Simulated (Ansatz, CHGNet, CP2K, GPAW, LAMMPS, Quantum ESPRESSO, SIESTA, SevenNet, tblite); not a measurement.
# GPAW on amorphous Hg30S21Se9 (60 atoms): settings against a plane-wave reference

How do the settings of GPAW change the result for amorphous Hg30S21Se9 (60 atoms)? A plane-wave run serves as the yardstick.

Main program and level: GPAW 26.7.0; the method is named at each step.

### Step 1. Set-up

The cell holds 60 atoms: 30 Hg, 21 S and 9 Se. Cell: a = 11.895 Å, b = 11.895 Å, c = 11.895 Å, α = 90.0°, β = 90.0°, γ = 90.0°. 60 atoms (30 Hg, 21 S, 9 Se) placed at random at 7.3 g/cm³, melted at 2500 K for 10 ps at fixed volume with the Stillinger-Weber II-VI potential (Zhou et al., Phys. Rev. B 88, 085309 (2013)). Quenched from 2500 K to 300 K at 3 K/ps and fixed volume, held 5 ps, then minimised at fixed cell.

The yardstick, on the same geometry:

```
method                 : Kohn-Sham DFT, PBE, SSSP efficiency 1.3.0 pseudopotentials, plane waves (Quantum ESPRESSO 7.5); sssp-pbe-1.3.0-efficiency, cutoffs 45/360 Ry, Γ point
r.m.s. force component : 0.4116 eV/Å
longest force          : 1.594 eV/Å
pressure               : -0.0453 GPa
time                   : 6.6 min on 4 MPI ranks of Arm Neoverse V1, shared host
CPU time               : 26 min
```

### Step 2. PBE, LCAO dzp, h 0.2 Å

Method: Kohn-Sham DFT, PBE, PAW, atomic orbitals (dzp).

The input, run.py:

```python
import numpy as np
from ase.io import read
from gpaw import GPAW, FermiDirac

atoms = read("structure.xyz")
atoms.calc = GPAW(
    mode="lcao",
    basis="dzp",
    h=0.2,
    xc="PBE",
    kpts={"size": (1, 1, 1), "gamma": True},
    occupations=FermiDirac(0.05),
    maxiter=200,
    symmetry={"point_group": False},
    txt="gpaw.txt",
)
energy = atoms.get_potential_energy(force_consistent=True)
forces = atoms.get_forces()
print(f"energy {energy:.6f} eV")
print("forces (eV/A)")
for i, (a, f) in enumerate(zip(atoms, forces)):
    print(f"{i:4d} {a.symbol:2s} {f[0]:10.5f} {f[1]:10.5f} {f[2]:10.5f}")
print(f"Fermi level {atoms.calc.get_fermi_level():.4f} eV")
for k in range(len(atoms.calc.get_ibz_k_points())):
    for s in range(atoms.calc.get_number_of_spins()):
        e = atoms.calc.get_eigenvalues(kpt=k, spin=s)
        n = np.searchsorted(e, atoms.calc.get_fermi_level())
        print(f"k {k} spin {s} levels about the Fermi level:", np.round(e[max(n - 6, 0):n], 4).tolist(), "|", np.round(e[n:n + 6], 4).tolist())
```

The input, structure.xyz:

```xyz
60
Lattice="11.89490 0.00000 0.00000 0.00000 11.89490 0.00000 0.00000 0.00000 11.89490" Properties=species:S:1:pos:R:3 pbc="T T T"
Hg 0.83276 9.35986 2.53980
Hg 0.79327 8.09983 11.57005
Hg 11.37628 5.57776 9.04072
Hg 5.98076 11.54804 1.72500
Hg 8.80020 7.82673 8.88394
Hg 8.66056 10.01313 6.26730
Hg 6.15050 7.40136 3.16678
Hg 9.41600 1.40384 11.68638
Hg 5.12266 7.36996 11.20916
Hg 3.81065 3.01191 2.96897
Hg 5.10267 11.15504 4.70550
Hg 8.93723 5.25992 0.05495
Hg 5.26516 7.16454 7.00443
Hg 0.83895 0.70763 5.71847
Hg 10.32144 6.74274 3.95137
Hg 10.14207 3.25873 6.25577
Hg 9.15753 9.14456 0.66718
Hg 0.13049 3.55087 2.25765
Hg 1.53111 5.09459 5.32261
Hg 1.79351 2.47188 9.73157
Hg 9.44324 0.22862 3.60606
Hg 4.97492 2.75355 10.95925
Hg 7.27088 4.10778 8.85920
Hg 7.63272 3.53302 3.27169
Hg 11.31812 11.07927 8.77463
Hg 1.68313 11.83804 0.65553
Hg 0.54871 8.15752 6.31512
Hg 3.53136 10.67805 8.76559
Hg 7.02989 0.90592 7.97113
Hg 4.83314 3.15536 6.60333
S 11.14112 2.04616 4.22174
S 7.47487 3.23494 5.88631
S 11.23461 10.38449 6.15716
S 5.65591 4.91842 2.39777
S 5.19165 8.74085 9.01931
S 10.95925 5.76106 6.39506
S 6.34343 5.05569 11.38687
S 9.74228 4.76058 2.44619
S 7.63438 10.30622 8.67376
S 7.93426 1.32307 1.92019
S 10.21665 9.67329 3.06389
S 7.77617 6.15442 7.11125
S 2.74844 6.44953 11.81152
S 4.65412 8.55933 4.90082
S 2.24766 5.10374 2.52077
S 1.92614 4.97266 9.45062
S 8.16204 7.93568 4.72132
S 7.42063 0.19353 5.35532
S 10.23806 7.26909 11.00124
S 3.48437 5.27574 7.02156
S 1.97907 7.70159 4.16345
Se 6.50377 8.94508 1.05222
Se 0.18390 2.04081 0.06055
Se 1.44142 10.37104 10.34333
Se 3.45452 1.35923 5.14228
Se 4.33379 1.40407 8.66948
Se 3.99086 1.24361 1.01345
Se 9.68126 3.55705 9.88918
Se 9.30300 10.92392 10.54090
Se 11.68507 1.75652 8.12101
```

The run is started by

```
$ OMP_NUM_THREADS=1 python run.py > output.txt
```

Standard output:

```text
energy -103.567117 eV
forces (eV/A)
   0 Hg    0.51306    0.32993   -0.18794
   1 Hg    0.65574   -0.53687    0.16111
   2 Hg    0.39360   -0.39672    0.05690
   3 Hg    0.11904   -0.52231   -0.20508
   4 Hg   -0.53984   -0.47469   -0.62872
   5 Hg   -0.30744   -0.45324   -0.41239
   6 Hg   -0.34944   -0.71471    0.21783
   7 Hg    0.09885    0.32048    0.11863
   8 Hg   -0.64269   -0.14551   -0.17700
   9 Hg   -0.26401    0.91573    0.32657
  10 Hg   -0.14520   -0.63962    0.27811
  11 Hg   -0.20880   -0.57584    0.20993
  12 Hg    0.31786   -0.08352   -0.11430
  13 Hg    0.46379    0.18664    0.36511
  14 Hg   -0.43103    0.15888    0.00058
  15 Hg   -0.50467   -0.03578    0.23147
  16 Hg    0.16760    0.16093    0.84663
  17 Hg    0.85356    0.43073   -0.16809
  18 Hg    0.24235    0.17763   -0.70192
  19 Hg    0.06590    0.12711   -0.02602
  20 Hg    0.40088   -0.34124    0.01839
  21 Hg    0.46067    0.56899   -0.00644
  22 Hg   -0.05390    0.74368   -0.21485
  23 Hg   -0.72988    0.23759    0.44706
[...]
52 Se   -0.03032    0.00581    0.09244
  53 Se   -0.02503   -0.25106   -0.43072
  54 Se   -0.28361   -0.41559   -0.61798
  55 Se   -0.37245   -0.05171    0.78693
  56 Se    0.02672   -0.40859   -0.11618
  57 Se   -0.25781   -0.06915    0.21428
  58 Se   -0.35294    0.12048   -0.79668
  59 Se    0.02132   -0.26246   -0.74589
Fermi level 4.0912 eV
k 0 spin 0 levels about the Fermi level: [3.5329, 3.6139, 3.7919, 3.8424, 3.9518, 4.0506] | [4.138, 4.2353, 4.255, 4.3702, 4.4821, 4.6394]
```

gpaw.txt:

```text
Input parameters:
  mode=LCAO(),
  basis={'default': 'dzp'},
  h=0.2,
  kpts=MonkhorstPack(size=(1, 1, 1), gamma=True),
  maxiter=200,
  occupations=Occupations(name='fermi-dirac', width=0.05, fixmagmom=False),
  symmetry=Symmetry(point_group=False),
  xc=XC(name='PBE')
Unit cell  # Å
| periodic |         x |         y |         z |   lengths |    angles |
|----------|-----------|-----------|-----------|-----------|-----------|
|      yes | 11.894900 |  0.000000 |  0.000000 | 11.894900 | 90.000000 |
|      yes |  0.000000 | 11.894900 |  0.000000 | 11.894900 | 90.000000 |
|      yes |  0.000000 |  0.000000 | 11.894900 | 11.894900 | 90.000000 |
Number of symmetries: 1
Symmetry operations  # r_c * U_cc + t_c -> r_c
|   | kind |            matrix            |
|---|------|------------------------------|
| 0 |  E   |  1, 0, 0,  0, 1, 0,  0, 0, 1 |
BZ-sampling:
  Number of BZ points: 1
  Number of IBZ points: 1
  Monkhorst-Pack size: [1, 1, 1]
  Monkhorst-Pack shift: [0, 0, 0]
[... lines left out ...]
  Fermi-Dirac:
[... lines left out ...]
xc functional:
  name: PBE with 2 nearest neighbor stencil
interpolation: tri-quintic # 5. degree polynomial
Initialization done in: 11.730 s
convergence criteria:
- Maximum [total energy] change in last 3 cyles: 0.0005 eV / valence electron
- Maximum integral of absolute [dens]ity change: 0.0001 electrons / valence electron
- Maximum integral of absolute [eigenst]ate change: 4e-08 eV^2 / valence electron
maximum number of iterations: 200
SCF iterations
|iter     |      energy | eigst |  dens |
|---------|-------------|-------|-------|
|iter:   1| -118.944874 |      c|       |
|iter:   2| -114.050225 |      c| -1.28 |
|iter:   3| -112.265788 |      c| -1.34 |
|iter:   4| -105.444376 |      c| -1.51 |
[...]
|iter:   8| -103.892480 |      c| -2.13 |
|iter:   9| -103.536379c|      c| -2.19 |
|iter:  10| -103.485790 |      c| -2.54 |
|iter:  11| -103.497009c|      c| -2.84 |
|iter:  12| -103.476010c|      c| -2.91 |
|iter:  13| -103.477091c|      c| -3.07 |
|iter:  14| -103.472572c|      c| -3.38 |
|iter:  15| -103.473411c|      c| -3.77 |
|iter:  16| -103.472886c|      c| -4.01c|
Converged in 16 steps
SCF loop duration: 213.210 s (13.326 s/step)
Energy contributions relative to reference atoms: (reference = -16817615.168848)
Energy contributions:
  Kinetic:         608.423339
  Coulomb:        -535.768786
  Zero:              3.764041
  External:          0.000000
  Xc:             -179.797248
  Entropy:          -0.188462
  Spinorbit:         0.000000
  ----------------------------
  Free energy:    -103.567117
  Extrapolated:   -103.472886
dipole moment: (-26.503175, 10.313958, 20.712126)  # |e|*Ang
Fermi level: 4.091
Eigenvalues  # (at kpt = [0.000, 0.000, 0.000])
| band index |      eig [eV] | occ [0-2] |
|------------|---------------|-----------|
|          0 |       -59.413 |     2.000 |
|        ... |               |           |
|        352 |         3.345 |     2.000 |
|        353 |         3.457 |     2.000 |
[...]
|        367 |         4.859 |     0.000 |
|        ... |               |           |
|        435 |        10.254 |     0.000 |
Gap: 0.087 eV
Transition (v -> c):
  (s=0, k=0, n=359, [0.00, 0.00, 0.00]) -> (s=0, k=0, n=360, [0.00, 0.00, 0.00])
No difference between direct/indirect transitions
Force computation time: 32.968  # s
timing:  # [seconds]
  Total:  257.938  # ━━━━━━━━━━━━━━━━━━━━━━━━━━━━━━━━━━━━━━━━━━━━━━━━━━━━━━━━
  Init:    11.729  # ━━╸
  SCF:    213.210  # ━━━━━━━━━━━━━━━━━━━━━━━━━━━━━━━━━━━━━━━━━━━━━━╸
  Forces:  32.968  # ━━━━━━━
```

Wall time 4.3 min (1 thread of Arm Neoverse V1, shared host); peak memory 1.7 GiB.

Banners and routine set-up lines are dropped from the logs; longer cuts are marked.

Against the reference:

* r.m.s. force component: 0.4151 eV/Å
* r.m.s. difference of force components: 61.38 meV/Å
* longest difference of force vectors: 207.8 meV/Å
* force difference over r.m.s. force: 14.91 %
* slope of forces against the reference's: 0.9974
* correlation of force components: 0.989

Length of the force difference by element (eV/Å):

```
element  atoms   mean  most
     Hg     30  0.091  0.17
      S     21   0.12  0.21
     Se      9  0.070  0.12
```

A closer look about S45, which bears the longest force: 9 atoms, nearest first, numbered in the order of the input, with positions taken from that point.

```
atom      x      y      z  distance (Å)  bonds     Fx     Fy  Fz (eV/Å)
 S45   0.00   0.00   0.00          0.00      3  -0.80  -0.83       0.84
Hg18  -2.12  -1.55  -0.26          2.64      4   0.85   0.43      -0.17
Hg10   1.56  -2.09   0.45          2.65      4  -0.26   0.92       0.33
Hg19  -0.72  -0.01   2.80          2.89      4   0.24   0.18      -0.70
 S43   0.50   1.35  -2.60          2.97      2  -0.49  -0.15       0.01
 S51  -0.27   2.60   1.64          3.09      3  -0.50   0.23       0.28
 S34   3.41  -0.19  -0.12          3.42      3   0.42   0.22       0.33
 Hg2  -1.45   3.00  -2.85          4.38      3   0.66  -0.54       0.16
Hg15  -3.82   1.64   1.43          4.40      3  -0.43   0.16       0.00
```

Atoms are counted from 1 here, from 0 in the log.

Forces lie 15 % from the reference's, at 0.16 times its CPU time (on 1 against 4 cores).

### Step 3. PBE, LCAO sz(dzp), h 0.2 Å

Method: Kohn-Sham DFT, PBE, PAW, atomic orbitals (sz(dzp)).

run.py: that of step 2 with these lines changed.

```diff
@@ -7,3 +7,3 @@
     mode="lcao",
-    basis="dzp",
+    basis="sz(dzp)",
     h=0.2,
```

structure.xyz is that of step 2.

Standard output:

```text
energy -78.330894 eV
forces (eV/A)
   0 Hg    0.81789    0.61186   -0.60864
   1 Hg    0.49988   -0.46914    0.37341
   2 Hg    0.15012   -0.25864    0.02885
   3 Hg    0.06580   -0.74941   -0.09630
   4 Hg   -0.52913   -0.44176   -0.70069
   5 Hg   -0.20372   -0.79848   -0.47467
   6 Hg   -0.35862   -0.99126    0.08965
   7 Hg    0.12471    0.51034   -0.04824
   8 Hg   -0.56054   -0.12555   -0.09931
   9 Hg   -0.14747    0.98042    0.45942
  10 Hg   -0.32754   -0.69376    0.11184
  11 Hg   -0.36315   -0.67385    0.23486
  12 Hg    0.37319   -0.20454   -0.18596
  13 Hg    0.76748   -0.00667    0.41331
  14 Hg   -0.12603    0.41828   -0.03125
  15 Hg   -0.63795   -0.00755    0.49290
  16 Hg    0.19202    0.20091    0.90118
  17 Hg    0.91972    0.33096   -0.15760
  18 Hg    0.19391   -0.04317   -0.91932
  19 Hg    0.22887   -0.27568    0.14497
  20 Hg    0.56420   -0.57343    0.22877
  21 Hg    0.52232    0.77368   -0.01838
  22 Hg   -0.29852    0.51110   -0.35670
  23 Hg   -0.68393    0.11119    0.55896
[...]
52 Se   -0.09736    0.07005   -0.06017
  53 Se    0.04483   -0.25600   -0.49956
  54 Se   -0.44527   -0.54341   -0.55740
  55 Se   -0.48489   -0.17673    0.72429
  56 Se   -0.10951   -0.50090   -0.21918
  57 Se   -0.11352   -0.22279    0.21748
  58 Se    0.07075    0.22270   -0.14598
  59 Se   -0.11102   -0.12066   -0.87650
Fermi level 4.2333 eV
k 0 spin 0 levels about the Fermi level: [3.6617, 3.7193, 3.9253, 3.9625, 4.0958, 4.1999] | [4.276, 4.3709, 4.3936, 4.4761, 4.6072, 4.7792]
```

gpaw.txt:

```text
Input parameters:
  mode=LCAO(),
  basis={'default': 'sz(dzp)'},
  h=0.2,
  kpts=MonkhorstPack(size=(1, 1, 1), gamma=True),
  maxiter=200,
  occupations=Occupations(name='fermi-dirac', width=0.05, fixmagmom=False),
  symmetry=Symmetry(point_group=False),
  xc=XC(name='PBE')
Unit cell  # Å
| periodic |         x |         y |         z |   lengths |    angles |
[... lines left out ...]
  Fermi-Dirac:
[... lines left out ...]
convergence criteria:
- Maximum [total energy] change in last 3 cyles: 0.0005 eV / valence electron
[... lines left out ...]
Converged in 16 steps
[... lines left out ...]
  Free energy:     -78.330894
  Extrapolated:    -78.232742
dipole moment: (-26.039579, 9.868538, 21.108908)  # |e|*Ang
Fermi level: 4.233
Eigenvalues  # (at kpt = [0.000, 0.000, 0.000])
| band index |      eig [eV] | occ [0-2] |
|------------|---------------|-----------|
|          0 |       -58.834 |     2.000 |
|        ... |               |           |
|        352 |         3.449 |     2.000 |
|        353 |         3.580 |     2.000 |
[...]
|        367 |         5.040 |     0.000 |
|        ... |               |           |
|        435 |        11.185 |     0.000 |
Gap: 0.076 eV
Transition (v -> c):
  (s=0, k=0, n=359, [0.00, 0.00, 0.00]) -> (s=0, k=0, n=360, [0.00, 0.00, 0.00])
No difference between direct/indirect transitions
Force computation time: 11.785  # s
timing:  # [seconds]
  Total:  110.611  # ━━━━━━━━━━━━━━━━━━━━━━━━━━━━━━━━━━━━━━━━━━━━━━━━━━━━━━━━
  Init:     9.009  # ━━━━╸
  SCF:     89.790  # ━━━━━━━━━━━━━━━━━━━━━━━━━━━━━━━━━━━━━━━━━━━━━╸
  Forces:  11.785  # ━━━━━━
```

Wall time 1.9 min (1 thread); peak memory 1.5 GiB.

Numbers from this run, and their distance from the reference:

* r.m.s. force component: 0.4535 eV/Å
* r.m.s. difference of force components: 242.8 meV/Å
* longest difference of force vectors: 1041 meV/Å
* force difference over r.m.s. force: 58.98 %
* slope of forces against the reference's: 0.9328
* correlation of force components: 0.8468

This is a coarse setting, run to see what it loses.

Against the first run (15 %), the force difference from the reference is 59 %, at 0.43 times the CPU time, with 480 basis functions against 1200: the smaller basis costs accuracy.

### Step 4. PBE, LCAO dzp, h 0.22 Å

Method: Kohn-Sham DFT, PBE, PAW, atomic orbitals (dzp).

run.py: that of step 3 with these lines changed.

```diff
@@ -7,4 +7,4 @@
     mode="lcao",
-    basis="sz(dzp)",
-    h=0.2,
+    basis="dzp",
+    h=0.22,
     xc="PBE",
```

structure.xyz is that of step 3.

Standard output:

```text
energy -102.651090 eV
forces (eV/A)
   0 Hg    0.51193    0.33312   -0.19256
   1 Hg    0.65190   -0.53353    0.15779
   2 Hg    0.39645   -0.39031    0.06218
   3 Hg    0.11475   -0.52286   -0.20528
   4 Hg   -0.54147   -0.47512   -0.62526
   5 Hg   -0.30294   -0.45053   -0.41244
   6 Hg   -0.35213   -0.71111    0.21455
   7 Hg    0.10818    0.32521    0.11681
   8 Hg   -0.63910   -0.14112   -0.17459
   9 Hg   -0.27076    0.90592    0.32403
  10 Hg   -0.14343   -0.63673    0.26834
  11 Hg   -0.20251   -0.57519    0.20903
[...]
55 Se   -0.35653   -0.06937    0.77142
  56 Se    0.02022   -0.38401   -0.14061
  57 Se   -0.28031   -0.07472    0.21876
  58 Se   -0.38242    0.10009   -0.80787
  59 Se    0.01402   -0.25406   -0.71772
Fermi level 4.0913 eV
k 0 spin 0 levels about the Fermi level: [3.533, 3.6141, 3.792, 3.8426, 3.9519, 4.0508] | [4.1382, 4.2354, 4.2551, 4.3703, 4.4823, 4.6395]
```

gpaw.txt:

```text
Input parameters:
  mode=LCAO(),
  basis={'default': 'dzp'},
  h=0.22,
  kpts=MonkhorstPack(size=(1, 1, 1), gamma=True),
  maxiter=200,
  occupations=Occupations(name='fermi-dirac', width=0.05, fixmagmom=False),
  symmetry=Symmetry(point_group=False),
  xc=XC(name='PBE')
[... lines left out ...]
  Fermi-Dirac:
[... lines left out ...]
convergence criteria:
- Maximum [total energy] change in last 3 cyles: 0.0005 eV / valence electron
[... lines left out ...]
Converged in 16 steps
[... lines left out ...]
  Free energy:    -102.651090
[... lines left out ...]
Fermi level: 4.091
[... lines left out ...]
|          0 |       -59.413 |     2.000 |
|        ... |               |           |
|        352 |         3.345 |     2.000 |
|        353 |         3.457 |     2.000 |
[...]
|        367 |         4.859 |     0.000 |
|        ... |               |           |
|        435 |        10.254 |     0.000 |
Gap: 0.087 eV
Transition (v -> c):
  (s=0, k=0, n=359, [0.00, 0.00, 0.00]) -> (s=0, k=0, n=360, [0.00, 0.00, 0.00])
No difference between direct/indirect transitions
Force computation time: 27.715  # s
timing:  # [seconds]
  Total:  219.221  # ━━━━━━━━━━━━━━━━━━━━━━━━━━━━━━━━━━━━━━━━━━━━━━━━━━━━━━━━
  Init:    11.216  # ━━━
  SCF:    180.262  # ━━━━━━━━━━━━━━━━━━━━━━━━━━━━━━━━━━━━━━━━━━━━━━
  Forces:  27.715  # ━━━━━━━
```

Wall time 3.7 min (1 thread); peak memory 1.4 GiB.

Against the reference:

| Quantity | Value |
| --- | --- |
| r.m.s. force component | 0.4137 eV/Å |
| r.m.s. difference of force components | 59.99 meV/Å |
| longest difference of force vectors | 185.6 meV/Å |
| force difference over r.m.s. force | 14.57 % |
| slope of forces against the reference's | 0.9943 |
| correlation of force components | 0.9895 |
| energy less the same-level run's | 15.27 meV/atom |
| r.m.s. force difference from the same-level run | 23.45 meV/Å |

This is a coarse setting, run to see what it loses.

Against the first run (15 %), the force difference from the reference is 15 %, at 0.85 times the CPU time.

[end of part 1 of 2]

[Long decimals in the printed logs are rounded to 6 places.]

[Also dropped from logs without a mark: lines with file paths, logging warnings of Python, QE's lines on negative density and diagonalisation, SIESTA's first energy breakdown, zero terms and Voronoi charges.]

[Logs are printed without paths, hosts, clocks, repeated set-up lines and the standing remarks that a program may print on its own settings, such as how far it seeks lower states.]

[Hosts, paths, dates, database ids (printed as entryN), source tags and the programs' standing remarks are cut or masked in the printed files.]

[Most failed runs of this program on this cell are left out, timed-out ones always.]
